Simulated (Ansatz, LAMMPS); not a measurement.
# What went wrong? liquid 67SiO2-10B2O3-12K2O-12Na2O (mol %) at 1960 K (134 atoms)

Program: Ansatz 0.2.0. The cell: 28 Si, 8 B, 10 K, 10 Na and 78 O.

Input file input.yaml:

```yaml
crystal:
  lattice:
    - [13.32943, 0.0, 0.0]
    - [0.0, 13.32943, 0.0]
    - [0.0, 0.0, 13.32943]
  atoms:
    - { symbol: Si, position: [0.70154, 0.10192, 0.31502] }
    - { symbol: Si, position: [0.61275, 0.11219, 0.7623] }
    - { symbol: Si, position: [0.63262, 0.34754, 0.71825] }
    - { symbol: Si, position: [0.22303, 0.43832, 0.71677] }
    - { symbol: Si, position: [0.21929, 0.73972, 0.95297] }
    - { symbol: Si, position: [0.67809, 0.41902, 0.49808] }
    - { symbol: Si, position: [0.46407, 0.14377, 0.59891] }
    - { symbol: Si, position: [0.84436, 0.49088, 0.24488] }
    - { symbol: Si, position: [0.41753, 0.98914, 0.85582] }
    - { symbol: Si, position: [0.2963, 0.86405, 0.69034] }
    - { symbol: Si, position: [0.83462, 0.45348, 0.8154] }
    - { symbol: Si, position: [0.14153, 0.49823, 0.92027] }
    - { symbol: Si, position: [0.47214, 0.19702, 0.39684] }
    - { symbol: Si, position: [0.38419, 0.27506, 0.77537] }
    - { symbol: Si, position: [0.10134, 0.13037, 0.43274] }
    - { symbol: Si, position: [0.46722, 0.79684, 0.40646] }
    - { symbol: Si, position: [0.12723, 0.36567, 0.49768] }
    - { symbol: Si, position: [0.90381, 0.63555, 0.67723] }
    [... 110 atom lines left out ...]
    - { symbol: O, position: [0.17476, 0.70736, 0.06487] }
    - { symbol: O, position: [0.83112, 0.43638, 0.94015] }
    - { symbol: O, position: [0.01245, 0.69212, 0.7037] }
    - { symbol: O, position: [0.61879, 0.51923, 0.5542] }
    - { symbol: O, position: [0.18454, 0.79888, 0.71732] }
    - { symbol: O, position: [0.53622, 0.91165, 0.35815] }
kpoints:
  mp_grid: { grid: [1, 1, 1] }
hamiltonian:
  xc: pbe
  hubbard: { sites: [{ species: O, l: p, u_eff: 20.0 }] }
scf:
  occupations: { method: fermi_dirac, width: 0.05 }
  max_iter: 60
output:
  forces: true
```

The run is started by

```bash
$ ansatz run input.yaml --threads 4 --pin off --max-ram 8192MiB --backend cpu --events-out ev --progress --plain --runs-dir out
```

Numbers of over 12 decimals in the logs are rounded to 6 here.

The program printed:

```text
Si: projections on atomic orbitals take those of the free atom [Ne] 3s2 3p2, of charge +0.00 (hamiltonian.pseudopotentials.projection_atoms); the dataset's partial waves leave at most 6.1e-8 of an orbital's norm unspanned inside its sphere
B: projections on atomic orbitals take those of the free atom [He] 2s2 2p1, of charge +0.00 (hamiltonian.pseudopotentials.projection_atoms); the dataset's partial waves leave at most 3.0e-9 of an orbital's norm unspanned inside its sphere
K: projections on atomic orbitals take those of the free atom [Ne] 3s2 3p6 4s1, of charge +0.00 (hamiltonian.pseudopotentials.projection_atoms); the dataset's partial waves leave at most 2.3e-7 of an orbital's norm unspanned inside its sphere
Na: projections on atomic orbitals take those of the free atom [He] 2s2 2p6 3s1, of charge +0.00 (hamiltonian.pseudopotentials.projection_atoms); the dataset's partial waves leave at most 1.8e-8 of an orbital's norm unspanned inside its sphere
O: projections on atomic orbitals take those of the free atom [He] 2s2 2p4, of charge +0.00 (hamiltonian.pseudopotentials.projection_atoms); the dataset's partial waves leave at most 1.9e-8 of an orbital's norm unspanned inside its sphere
Engine: ansatz 0.2.0, aarch64-unknown-linux-gnu
Pseudopotentials: kind: paw
Pseudopotential: Si, paw, valence charge 4, recommended cutoff 420 eV (normal), Si.paw.azcp
Pseudopotential: B, paw, valence charge 3, recommended cutoff 420 eV (normal), B.paw.azcp
Pseudopotential: K, paw, valence charge 9, recommended cutoff 420 eV (normal), K.paw.azcp
Pseudopotential: Na, paw, valence charge 9, recommended cutoff 420 eV (normal), Na.paw.azcp
Pseudopotential: O, paw, valence charge 6, recommended cutoff 420 eV (normal), O.paw.azcp
Functional definition: PBE
  parameter kappa = 0.804
  parameter beta = 0.066725
  exchange = pbe_x(kappa = kappa, mu = beta*pi^2/3)
  correlation = pbe_c(beta = beta)
Crystal: 134 atoms, lattice volume = 2368.289 Å³
Basis set: ecut = 420 eV, 46297 PW (Γ), exchange–correlation on 180×180×180 points (8 copies of the dense FFT grid, shifted against one another)
Bands: 526, of which v1, the nominal top of the filled ones, is band 392 counted from 1 (391 counted from 0)
Symmetry: 1 space group operations
Space group: P1 (ITA 1), of the structure as read, at distance tolerance 1.3e-4 Å
k-points: 1
Non-local potential: Si, projectors of the file, l = 0: 2, l = 1: 2, l = 2: 2
Non-local potential: B, projectors of the file, l = 0: 2, l = 1: 2, l = 2: 1
Non-local potential: K, projectors of the file, l = 0: 3, l = 1: 2, l = 2: 2
Non-local potential: Na, projectors of the file, l = 0: 3, l = 1: 2, l = 2: 1
Non-local potential: O, projectors of the file, l = 0: 2, l = 1: 2, l = 2: 1
PAW form: soft (Blöchl's): semilocal exchange-correlation on the pseudo side does not see the compensation charge
PAW one-centre angular grid: Si, 110 points (default); XC on 64 Gauss nodes
PAW one-centre angular grid: B, 110 points (default); XC on 64 Gauss nodes
PAW one-centre angular grid: K, 110 points (default); XC on 64 Gauss nodes
PAW one-centre angular grid: Na, 110 points (default); XC on 64 Gauss nodes
PAW one-centre angular grid: O, 110 points (default); XC on 64 Gauss nodes
Initial density: superposition of atomic densities (chi_scale 0.1, normalization cell, long waves of neutral atoms (reshape's long-wave potential 2.55 eV rms, cloud 2.69 Å wide))
Initial wavefunctions: pseudopotential atomic-orbital guess
Functional: x = pbe(κ = 0.804, μ = 0.219515), c = pbe(β = 0.066725)
SCF iter   1: F=—  HF=-93010.809786 eV  |F-HF|=—  |Δ(HF+E_count)|=         —  Δρ=1.11e-1  dr2=3.14e2  ethr=3.10e-3  ⟨swp⟩=6.0  Hψ=2279  notcnv=0  defer=121
preconditioner: auto → Resta (q_TF=auto, 2.269 Å⁻¹)  ε∞=2.5  [insulator: Δε(μ)=3.540 eV  Ē_g=16.122 eV  σ=0.050 eV  W_gap=1.00  n_scr=460 (ndim 8)  ℏωp=20.0 eV  f_vac=0.109  D(μ)=0.00/eV (n_scr^D=0)  ε∞_Penn≈2.5]
SCF iter   2: F=—  HF=-93110.743456 eV  |F-HF|=—  |Δ(HF+E_count)|=    9.99e1  Δρ=4.13e-2  dr2=4.71e1  ethr=3.10e-3  ⟨swp⟩=3.0  Hψ=1005  notcnv=0  defer=130
SCF iter   3: F=—  HF=-93161.549921 eV  |F-HF|=—  |Δ(HF+E_count)|=    5.08e1  Δρ=1.72e-2  dr2=1.01e1  ethr=3.10e-3  ⟨swp⟩=3.0  Hψ=1375  notcnv=0  defer=130
SCF iter   4: F=—  HF=-93162.208802 eV  |F-HF|=—  |Δ(HF+E_count)|=   6.59e-1  Δρ=4.96e-3  dr2=5.89e-1  ethr=1.29e-3  ⟨swp⟩=4.0  Hψ=749  notcnv=0  defer=130
SCF iter   5: F=—  HF=-93162.492673 eV  |F-HF|=—  |Δ(HF+E_count)|=   2.84e-1  Δρ=2.29e-3  dr2=1.09e-1  ethr=7.51e-5  ⟨swp⟩=5.0  Hψ=988  notcnv=0  defer=126
SCF iter   6: F=—  HF=-93162.505363 eV  |F-HF|=—  |Δ(HF+E_count)|=   1.27e-2  Δρ=6.60e-4  dr2=1.15e-2  ethr=1.39e-5  ⟨swp⟩=2.0  Hψ=779  notcnv=0  defer=126
SCF iter   7: F=—  HF=-93162.505256 eV  |F-HF|=—  |Δ(HF+E_count)|=   1.07e-4  Δρ=2.28e-4  dr2=1.14e-3  ethr=1.47e-6  ⟨swp⟩=2.0  Hψ=688  notcnv=0  defer=126
SCF iter   8: F=—  HF=-93162.504968 eV  |F-HF|=—  |Δ(HF+E_count)|=   2.88e-4  Δρ=8.54e-5  dr2=1.58e-4  ethr=1.46e-7  ⟨swp⟩=2.0  Hψ=1005  notcnv=0  defer=126
SCF iter   9: F=—  HF=-93162.504919 eV  |F-HF|=—  |Δ(HF+E_count)|=   4.90e-5  Δρ=2.72e-5  dr2=1.87e-5  ethr=2.02e-8  ⟨swp⟩=2.0  Hψ=772  notcnv=0  defer=126
SCF iter  10: F=—  HF=-93162.505449 eV  |F-HF|=—  |Δ(HF+E_count)|=   5.30e-4  Δρ=1.13e-5  dr2=2.94e-6  ethr=2.38e-9  ⟨swp⟩=2.0  Hψ=791  notcnv=0  defer=126
SCF iter  11: F=—  HF=-93162.505448 eV  |F-HF|=—  |Δ(HF+E_count)|=   6.86e-7  Δρ=4.24e-6  dr2=4.44e-7  ethr=3.75e-10  ⟨swp⟩=2.0  Hψ=791  notcnv=0  defer=126
SCF iter  12: F=-93162.505448 eV  HF=-93162.505448 eV  |F-HF|=2.36e-9  |Δ(HF+E_count)|=   7.76e-8  Δρ=9.95e-7  dr2=2.96e-8  ethr=1.28e-11  ⟨swp⟩=5.0  Hψ=1607  notcnv=0
SCF 1 converged in 12 iterations: F = -93162.505448 eV  dr2 = 2.96e-8
[...]
SCF converged after 12 iterations
Free energy (F): -93162.505448 eV
Harris-Foulkes:  -93162.505448 eV  (|F-HF|=2.36e-9)
Internal energy: -93162.505448 eV  (E = F + TS)
E sigma→0 (E₀):  -93162.505448 eV
Fermi energy:    0.333695 eV
--- Per-component energies (eV) ---
  E_band       = -9404.397625
  E_kinetic    = 19459.657290
  E_local      = -74775.972400  (includes V_loc(G=0)·N_el)
  E_nonlocal   = 5804.786686
  E_hartree    = 29227.681643
  E_xc         = -9296.040589
  E_vxc        = -11108.295496  (∫ρ·V_xc dr)
  E_hubbard    = 385.157196  (on-site DFT+U / exact-exchange correction)
  E_vhub       = -3465.601093  (the Hubbard potential's part of the band-sum identity)
  E_paw        = -37947.468848  (= ΣΔE_a)
  E_vpaw       = -3774.539810  (= ΣTr[D̂ρ^β])
  E_aug_tail   = 0.214892  (compensation charges beyond the density's cutoff)
  E_ewald      = -26020.521319
  E_smearing   = -0.000000  (= −TS)
  E_closure    = 0.000000  (closes the sum)
  Σ components = -93162.505448   (vs F -93162.505448, Δ=0.00e0)
--- Forces (eV/Å), atoms counted from 1 ---
  atom   1  Si    -6.95093569    -0.21996234     2.20239607
  atom   2  Si    -2.67134842    -1.04921565     0.53684344
  atom   3  Si     3.43068097     2.74719415     1.82958100
  atom   4  Si    -3.25408791     4.72379164    -0.76835011
  atom   5  Si     0.71283631    -5.43685252     5.69101050
  atom   6  Si    -1.03402309     1.13819950    -0.25329244
  atom   7  Si    -2.88177883    -1.10155531    -2.63226502
  atom   8  Si    -2.28424061     2.98798338     0.85667236
  atom   9  Si    -0.37258676    -0.13174447     4.38498150
  atom  10  Si    -5.17842785    -1.05200231    -0.38993386
  atom  11  Si     0.88155333    -4.43983996    -1.49572498
  atom  12  Si    -2.55267928     0.85596387     3.62569853
  atom  13  Si    -0.74348654    -2.65341762    -7.71448390
  atom  14  Si     1.46341484    -0.47645265     3.21373894
[...]
atom 133  O     -1.57758957     3.89670884    -0.10367760
  atom 134  O      0.23529749    -5.78544992    -0.13041030
  max |Σ_I F_I| component: 1.10e-4 eV/Å
Occupation matrices written to <dir>
```

The job ended after 48 s (4 threads of Arm Neoverse V2, shared host; peak memory 3.6 GiB).

In the SCF lines HF is the Harris–Foulkes energy and dr2 the Hartree energy of the density residual, in eV; the loop may stop once dr2 is under the threshold and the program's other checks hold. Hψ counts applications of the Hamiltonian.

Against a sound run (Kohn-Sham DFT, PBE, PAW (set soft_2), plane waves):

* r.m.s. difference of force components: 1216 meV/Å
* longest difference of force vectors: 4292 meV/Å
* force difference over r.m.s. force: 63.33 %

What is at fault here, and what would mend it?

An enormous U: hamiltonian.hubbard.sites = [{"species": "O", "l": "p", "u_eff": 20.0}].

The fix is to take out hamiltonian.hubbard.sites.

The run converged all the same, so the exit status doesn't show the fault.

[Logs are printed without paths, hosts, clocks, repeated set-up lines and the standing remarks that a program may print on its own settings, such as how far it seeks lower states.]

[Hosts, paths, dates, database ids (printed as entryN), source tags and the programs' standing remarks are cut or masked in the printed files.]
